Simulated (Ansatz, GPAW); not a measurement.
# NbAuS3 (model structure): optical spectrum from first principles, part 3 of 3

Aim: the dielectric function of NbAuS3 (model structure), and the optical constants that follow from it. The structure is a model built here, which may or may not match a known phase. It was built so: All Ag replaced by Au and O replaced by S in the Pm-3m structure of NbAgO3. The cell is first relaxed with Ansatz.

GPAW 26.7.0; DFT, revPBE, plane-wave PAW (GPAW data sets), scalar-relativistic, RPA, optical limit.

So far. Step 3 (Ground state): There are states at the Fermi level within the smearing, so the occupations stay smeared and the carriers get a Drude term.

## Step 5: Dielectric function, RPA (continued)

Values under 1 per cm are given as 1; sum at mesh points, not converged in k. Absorption coefficient, E ∥ x against photon energy:

```tsv
photon energy (eV)	absorption coefficient, E ∥ x (1/cm)
0.492	2.8e5
1.010	3.8e5
1.486	4.0e5
1.985	4.9e5
2.508	7.0e5
3.018	6.4e5
3.510	5.4e5
3.980	6.0e5
4.516	6.9e5
4.981	6.9e5
5.515	7.0e5
6.021	9.1e5
6.494	9.0e5
6.985	9.3e5
7.496	1.1e6
8.026	1.1e6
8.516	1.0e6
9.023	1.1e6
9.483	1.1e6
10.026	1.1e6
10.519	1.1e6
11.029	9.2e5
11.479	9.3e5
12.023	9.2e5
12.504	9.0e5
13.000	9.5e5
13.512	9.6e5
14.040	9.4e5
14.493	1.0e6
14.960	1.0e6
15.536	1.1e6
16.031	1.1e6
16.541	1.1e6
16.959	9.9e5
17.496	9.3e5
18.049	9.4e5
18.504	9.7e5
18.969	1.0e6
19.447	9.3e5
20.061	9.2e5
20.438	1.0e6
20.953	9.3e5
21.482	8.6e5
```

Sum at mesh points, not converged in k. Loss function −Im 1/ε at q → 0, E ∥ x against energy loss; read off at these points:

energy loss (eV), loss function −Im 1/ε at q → 0, E ∥ x and a bar:
```
     0.50       0.02 
     1.00       0.04 
     1.50       0.07 #
     2.00       0.07 #
     2.50       0.08 #
     3.00       0.14 ###
     3.50       0.22 ####
     4.00       0.19 ####
     4.50       0.20 ####
     5.00       0.25 #####
     5.50       0.22 ####
     6.00       0.21 ####
     6.50       0.27 ######
     7.00       0.28 ######
     7.50       0.27 #####
     8.00       0.31 ######
     8.50       0.40 ########
     9.00       0.39 ########
     9.50       0.41 #########
    10.00       0.52 ###########
    10.50       0.61 #############
    11.00       0.76 ################
    11.50       0.71 ###############
    12.00       0.80 #################
    12.50       0.75 ################
    13.00       0.78 #################
    13.50       0.80 #################
    14.00       0.78 #################
    14.50       0.78 #################
    15.00       0.81 #################
    15.50       0.87 ###################
    16.00       0.89 ###################
    16.50       1.01 ######################
    17.00       1.13 ########################
    17.50       1.18 #########################
    18.00       1.10 ########################
    18.50       1.11 ########################
    19.00       1.20 ##########################
    19.50       1.27 ###########################
    19.57       1.27 ############################
    20.00       1.13 ########################
    20.50       1.20 ##########################
    21.00       1.36 ##############################
    21.35       1.38 ##############################
    21.50       1.35 #############################
```

Sum at mesh points, not converged in k. Im ε, E ∥ x against photon energy; read off at these points:

```tsv
photon energy (eV)	without local fields	with local fields
0.50	43.1	42.6
1.00	25.6	25.0
1.50	13.9	13.5
2.00	14.6	14.1
2.17	15.3	14.8
2.50	11.5	11.3
3.00	6.58	6.42
3.50	4.64	4.51
4.00	5.20	5.12
4.50	5.07	5.04
5.00	3.82	3.90
5.50	4.09	4.12
5.87	5.01	4.94
6.00	4.88	4.83
6.50	3.89	3.65
7.00	4.06	3.51
7.50	4.47	3.70
8.00	3.45	3.05
8.50	2.71	2.40
9.00	2.97	2.58
9.50	2.49	2.31
10.00	2.09	1.78
10.50	1.82	1.54
11.00	1.63	1.30
11.50	1.90	1.39
12.00	1.83	1.24
12.50	1.98	1.27
13.00	2.45	1.24
13.50	2.65	1.20
13.77	2.84	1.13
14.00	2.70	1.17
14.50	2.00	1.21
15.00	1.52	1.18
15.50	1.11	1.11
16.00	0.965	1.08
16.50	0.803	0.984
17.00	0.743	0.837
17.50	0.634	0.766
18.00	0.575	0.784
18.50	0.481	0.780
19.00	0.425	0.745
19.50	0.350	0.664
20.00	0.346	0.675
20.50	0.310	0.709
21.00	0.319	0.598
21.50	0.310	0.543
```

Sum at mesh points, not converged in k. The reflectivity at normal incidence, E ∥ x by photon energy; read off at these points:

```tsv
photon energy (eV)	reflectivity at normal incidence, E ∥ x (%)
0.50	71.4
1.00	59.1
1.50	47.7
2.00	45.5
2.50	51.8
3.00	43.9
3.50	30.3
4.00	28.7
4.50	29.0
5.00	25.7
5.50	22.9
6.00	28.7
6.23	31.1
6.50	27.2
7.00	25.6
7.50	27.5
7.91	31.2
8.00	30.8
8.50	27.5
9.00	23.7
9.50	26.9
9.68	27.8
10.00	26.5
10.50	25.0
11.00	19.2
11.50	15.9
12.00	15.9
12.50	12.7
13.00	13.5
13.50	13.0
14.00	11.0
14.50	12.1
15.00	12.7
15.50	13.1
16.00	12.5
16.50	14.9
17.00	12.1
17.50	10.7
18.00	9.69
18.50	9.69
19.00	10.5
19.50	9.55
20.00	7.82
20.50	9.64
21.00	9.43
21.50	8.22
```

Optical constants at common wavelengths, from n + ik = √ε:

```tsv
wavelength (nm)	n	k	R (%)	1/α
1550	3.71	3.935	60.6	31 nm
1064	2.93	3.394	56.5	25 nm
800	2.59	2.524	46.2	25 nm
532	2.44	2.849	51.1	15 nm
405	1.49	2.055	42.8	16 nm
365	1.42	1.651	33.8	18 nm
193	1.33	1.423	28.6	11 nm
```

A polished face would reflect 49 % of daylight and look light grey (CIE x = 0.305, y = 0.333 under D65).

## Step 6: What came out

What this shows: At this level (revPBE, RPA) NbAuS3 is a metal. The mesh is too coarse to trust the carriers' weight, the reflectivity or the colour to better than tens of per cent. The cell grew by 2.1 % in volume. A polished face would reflect 49 % of daylight and look light grey (CIE x = 0.305, y = 0.333 under D65). The carriers' damping of 0.1 eV is typed, not computed; it shapes the response at the lowest energies. The run has no spin polarisation; magnetic order or correlation, untested here, could change the spectrum. Spin-orbit coupling is left out although heavy atoms are present. The curves end at 22 eV, about where the summed bands run out. In this version of GPAW the matrix elements of the optical limit are incomplete, which can lower ε − 1 by up to a tenth where first-row anions or d states rule, and shift it by more in d metals. GPAW's carrier term has the form −ωp²/(ω + i·rate)², which damps like twice the rate and fails at low energy, so the curves leave the lowest energies out. The sum runs over mesh points 0.16 Å⁻¹ apart with no interpolation, so peaks are partly noise of the mesh, and the Drude plasma energy, a sum over the Fermi surface, isn't converged.

[Machine, clock and banner lines and Python warnings are left out of the logs.]

[Logs are printed without paths, hosts, clocks, repeated set-up lines and the standing remarks that a program may print on its own settings, such as how far it seeks lower states.]

[Hosts, paths, dates, database ids (printed as entryN), source tags and the programs' standing remarks are cut or masked in the printed files.]
